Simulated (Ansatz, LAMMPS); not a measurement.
# Structural relaxation of amorphous SnO2 (108 atoms), part 2 of 3

Aim: bring amorphous SnO2 (108 atoms) to a nearby minimum of the energy and see what moves.

Ansatz 0.2.0; Kohn-Sham DFT, PBE, PAW (set soft_2), plane waves.

The cell: 36 Sn and 72 O. The quench rate of 50 K/ps is orders of magnitude faster than experiment. The network of bonds at the start is that of the classical potential that made the cell. The Brillouin zone is sampled at Γ only, in a cell whose shortest periodic width is 11 Å.

So far. Step 3 (Single point at the start): Neighbours are counted within 2.43 Å (O-Sn).

## (4) Relaxation

With the cell held, the atoms are moved downhill towards a nearby minimum.

input.yaml reads:

```yaml
crystal:
  lattice:
    - [11.3429, 0.0, 0.0]
    - [0.0, 11.3429, 0.0]
    - [0.0, 0.0, 11.3429]
  atoms:
    [... the 108 atom lines of step 3 ...]
kpoints:
  mp_grid: { grid: [1, 1, 1] }
hamiltonian:
  xc: pbe
scf:
  occupations: { method: fixed }
output:
  forces: true
relax:
  f_tol: 0.05
  max_steps: 200
```

Run with:

```bash
$ ansatz run input.yaml --threads 4 --pin off --max-ram 8192MiB --backend cpu --events-out ev --progress --plain --runs-dir out
```

Numbers of over 12 decimals in the logs are rounded to 6 here.

Output:

```text
[...]
Crystal: 108 atoms, lattice volume = 1459.393 Å³
Basis set: ecut = 420 eV, 28425 PW (Γ), exchange–correlation on 160×160×160 points (8 copies of the dense FFT grid, shifted against one another)
Bands: 576, of which v1, the nominal top of the filled ones, is band 468 counted from 1 (467 counted from 0)
Symmetry: 1 space group operations
[...]
k-points: 1
[...]
SCF iter   1: F=—  HF=-257693.113995 eV  |F-HF|=—  |Δ(HF+E_count)|=         —  Δρ=3.46e-3  dr2=1.56e-1  ethr=1.77e-3  ⟨swp⟩=4.0  Hψ=1839  notcnv=0  defer=105
[...]
SCF iter   7: F=-257693.138454 eV  HF=-257693.138450 eV  |F-HF|=3.67e-6  |Δ(HF+E_count)|=   8.66e-6  Δρ=2.75e-5  dr2=1.16e-5  ethr=6.68e-9  ⟨swp⟩=2.0  Hψ=1588  notcnv=0
SCF 1 converged in 7 iterations: F = -257693.138454 eV  dr2 = 1.16e-5
[...]
relax step   1: F+E_penalty+E_count = -257693.13845362 eV  Δ(F+E_penalty+E_count) = +0.000e0 eV  max|allowed force component| = 1.257e0 eV/Å  Δτ_max = 0.0000 Å  (7 SCF iters, dr2 threshold 6.25e-5 eV, accepted)
[...]
relax step   2: F+E_penalty+E_count = -257696.11045947 eV  Δ(F+E_penalty+E_count) = -2.972e0 eV  max|allowed force component| = 6.309e-1 eV/Å  Δτ_max = 0.1972 Å  (8 SCF iters, dr2 threshold 9.88e-5 eV, accepted)
[...]
relax step   3: F+E_penalty+E_count = -257696.72824397 eV  Δ(F+E_penalty+E_count) = -6.178e-1 eV  max|allowed force component| = 3.943e-1 eV/Å  Δτ_max = 0.0961 Å  (8 SCF iters, dr2 threshold 2.49e-5 eV, accepted)
relax step   4: F+E_penalty+E_count = -257697.18183060 eV  Δ(F+E_penalty+E_count) = -4.536e-1 eV  max|allowed force component| = 1.824e-1 eV/Å  Δτ_max = 0.2000 Å  (8 SCF iters, dr2 threshold 3.92e-5 eV, accepted)
relax step   5: F+E_penalty+E_count = -257697.31108938 eV  Δ(F+E_penalty+E_count) = -1.293e-1 eV  max|allowed force component| = 1.346e-1 eV/Å  Δτ_max = 0.2000 Å  (9 SCF iters, dr2 threshold 7.11e-6 eV, accepted)
relax step   6: F+E_penalty+E_count = -257697.35646452 eV  Δ(F+E_penalty+E_count) = -4.538e-2 eV  max|allowed force component| = 1.653e-1 eV/Å  Δτ_max = 0.2000 Å  (9 SCF iters, dr2 threshold 3.88e-6 eV, accepted)
relax step   7: F+E_penalty+E_count = -257697.36185030 eV  Δ(F+E_penalty+E_count) = -5.386e-3 eV  max|allowed force component| = 1.711e-1 eV/Å  Δτ_max = 0.2000 Å  (8 SCF iters, dr2 threshold 1.49e-5 eV, accepted)
relax step   8: F+E_penalty+E_count = -257697.38227925 eV  Δ(F+E_penalty+E_count) = -2.043e-2 eV  max|allowed force component| = 9.758e-2 eV/Å  Δτ_max = 0.0832 Å  (6 SCF iters, dr2 threshold 2.93e-5 eV, accepted)
relax step   9: F+E_penalty+E_count = -257697.38430381 eV  Δ(F+E_penalty+E_count) = -2.025e-3 eV  max|allowed force component| = 5.741e-2 eV/Å  Δτ_max = 0.2000 Å  (8 SCF iters, dr2 threshold 3.10e-6 eV, accepted)
relax step  10: F+E_penalty+E_count = -257697.38957313 eV  Δ(F+E_penalty+E_count) = -5.269e-3 eV  max|allowed force component| = 7.970e-2 eV/Å  Δτ_max = 0.0750 Å  (10 SCF iters, accepted)
relax step  11: F+E_penalty+E_count = -257697.38227526 eV  Δ(F+E_penalty+E_count) = +7.298e-3 eV  max|allowed force component| = 9.049e-2 eV/Å  Δτ_max = 0.1804 Å  (10 SCF iters, rejected (line search))
[...]
relax step  12: F+E_penalty+E_count = -257697.39150509 eV  Δ(F+E_penalty+E_count) = -1.932e-3 eV  max|allowed force component| = 4.512e-2 eV/Å  Δτ_max = 0.0191 Å  (10 SCF iters, accepted)
SCF converged after 10 iterations
Free energy (F): -257697.391505 eV
[...]
Internal energy: -257697.391505 eV  (E = F + TS)
E sigma→0 (E₀):  -257697.391505 eV
Fermi energy:    7.999559 eV
[...]
--- Forces (eV/Å), atoms counted from 1 ---
  atom   1  Sn     0.00542142     0.01570965     0.00981151
  atom   2  Sn    -0.01017787     0.01643741     0.00075630
  atom   3  Sn     0.01648560     0.00088754    -0.00805507
  atom   4  Sn     0.01354370     0.02026213    -0.01357943
  atom   5  Sn    -0.00771059    -0.02576638     0.01206691
  atom   6  Sn     0.00054359    -0.00785599     0.00403216
  atom   7  Sn    -0.00224771    -0.00907400     0.01427804
  atom   8  Sn    -0.00493822     0.00046426    -0.00243785
  atom   9  Sn     0.02056400     0.02938958     0.00374322
  atom  10  Sn    -0.02175560    -0.00415948    -0.01220120
  atom  11  Sn    -0.00546855    -0.04511886     0.01347559
  atom  12  Sn     0.00218962     0.00978049     0.00410494
  atom  13  Sn    -0.01075885    -0.02555997    -0.02413472
  atom  14  Sn    -0.00984802    -0.00532364     0.01064245
[...]
atom 107  O      0.00118208     0.00715148     0.01200500
  atom 108  O     -0.00725009     0.00563749    -0.00569539
  max |Σ_I F_I| component: 6.90e-5 eV/Å
--- Relaxed structure (12 steps of the walk, 11 accepted, 0 SCFs on fresh bases) ---
  F+E_penalty+E_count = -257697.39150509 eV   max|allowed force component| = 4.512e-2 eV/Å
  atoms:
    - { symbol: Sn, position: [0.844139, 0.479126, 0.229379] }
    - { symbol: Sn, position: [0.966707, 0.167098, 0.518796] }
    - { symbol: Sn, position: [0.589967, 0.043018, 0.749760] }
    - { symbol: Sn, position: [0.757184, 0.647404, 0.018900] }
[...]
- { symbol: O, position: [0.876565, 0.798426, 0.715711] }
```

The job ended after 84 s (4 threads of AMD EPYC 9R45, shared host; peak memory 2.3 GiB; 5.3 min of CPU time).

Step by step:

```tsv
step	energy less that of the first step (eV)	largest force component (eV/Å)
1	0.0000	1.2570
2	-2.9720	0.6309
3	-3.5898	0.3943
4	-4.0434	0.1824
5	-4.1726	0.1346
6	-4.2180	0.1653
7	-4.2234	0.1711
8	-4.2438	0.0976
9	-4.2459	0.0574
10	-4.2511	0.0797
11	-4.2438	0.0905
12	-4.2531	0.0451
```

Relaxation step 11 was tried and not accepted.

The atoms that moved most (Å):

```tsv
atom	dx	dy	dz	length
O91	-0.396	-0.068	0.384	0.556
O92	0.230	-0.382	-0.227	0.500
O106	-0.331	0.144	-0.212	0.418
O103	0.353	0.121	0.176	0.412
O43	-0.138	-0.154	-0.300	0.364
O97	-0.133	0.121	0.262	0.317
O87	0.306	0.080	-0.011	0.316
O95	0.282	-0.051	0.105	0.305
```

The relaxation changed the energy by -39.4 meV/atom, and atoms moved by 0.18 Å r.m.s., 0.56 Å at most.

## (5) Distances and neighbours after relaxation

Bonds before and after, by the cutoffs listed below:

```tsv
pair	bonds before	bonds after	mean before (Å)	mean after (Å)	spread before (Å)	spread after (Å)
O-Sn	204	209	2.080	2.109	0.144	0.120
```

Density 6.17 g/cm³, 13.51 Å³ an atom.

g(r), total and by pair (bins of 0.2 Å):

```tsv
r (Å)	total	O-O	O-Sn	Sn-Sn
1.90	0.72	0.00	1.63	0.00
2.10	3.54	0.00	7.95	0.00
2.30	0.36	0.00	0.81	0.00
2.50	0.37	0.62	0.21	0.00
2.70	0.93	2.05	0.03	0.00
2.90	1.33	2.89	0.11	0.00
3.10	0.97	1.89	0.09	0.81
3.30	0.99	1.26	0.37	2.41
3.50	0.88	0.85	0.67	1.76
3.70	0.97	0.45	1.03	2.78
3.90	0.99	0.66	1.02	2.19
4.10	1.11	1.09	1.25	0.64
4.30	0.99	0.73	1.40	0.39
4.50	0.96	0.48	1.58	0.36
4.70	1.01	0.71	1.46	0.40
4.90	0.98	0.89	1.10	0.82
5.10	1.06	1.19	0.92	1.11
5.30	1.08	1.29	0.91	0.96
5.50	1.09	1.43	0.73	1.21
```

Bonds by pair of elements; cutoffs follow the first minimum of g(r), held within bounds set by covalent radii, and pairs that aren't listed don't count as bonded:

```tsv
pair A-B	cutoff (Å)	bonds	mean length (Å)	spread (Å)	shortest (Å)	B about A	A about B
O-Sn	2.73	209	2.11	0.12	1.90	2.90	5.81
```

How many atoms have how many bonded neighbours:

```tsv
element	mean	2	3	4	5	6	7
O	2.90	12	55	5	0	0	0
Sn	5.81	0	0	0	11	21	4
```

Bond angles, per cent of each kind in bins of 5°:

```tsv
angle (°)	O-Sn-O	Sn-O-Sn
65–70	2.4	0.0
70–75	5.9	0.0
75–80	12.2	0.0
80–85	12.2	1.9
85–90	9.4	1.0
90–95	8.8	4.3
95–100	7.3	15.9
100–105	7.3	13.0
105–110	4.5	8.2
110–115	4.3	5.8
115–120	1.8	5.3
120–125	1.8	9.2
125–130	1.0	9.2
130–135	2.4	8.7
135–140	1.6	9.7
140–145	1.6	2.9
145–150	2.8	1.5
150–155	2.2	1.5
155–160	3.1	1.0
160–165	3.5	1.0
165–170	2.4	0.0
170–175	1.2	0.0
175–180	0.6	0.0
```

Bond angles (no mean is given where the spread exceeds 20°):

```tsv
angle	count	mean (°)	spread (°)
O-Sn-O	509	-	-
Sn-O-Sn	207	116	17.8
```

Bond length by coordination (bonds to H left out):

```tsv
element	coordination	atoms	mean bond length (Å)
O	2	12	1.98
O	3	55	2.11
O	4	5	2.25
Sn	5	11	2.05
Sn	6	21	2.12
Sn	7	4	2.18
```

For some of the pairs, g(r) has its first main peak near 2.9 Å (O-O) and 2.1 Å (O-Sn). By these cutoffs 76 % of O atoms have 3 and 58 % of Sn atoms have 6 bonded neighbours. Bonds at O atoms with 2 neighbours average 1.98 Å, against 2.25 Å at those with 4.

(Continued in part 3 of 3.)

[Logs are printed without paths, hosts, clocks, repeated set-up lines and the standing remarks that a program may print on its own settings, such as how far it seeks lower states.]

[Hosts, paths, dates, database ids (printed as entryN), source tags and the programs' standing remarks are cut or masked in the printed files.]
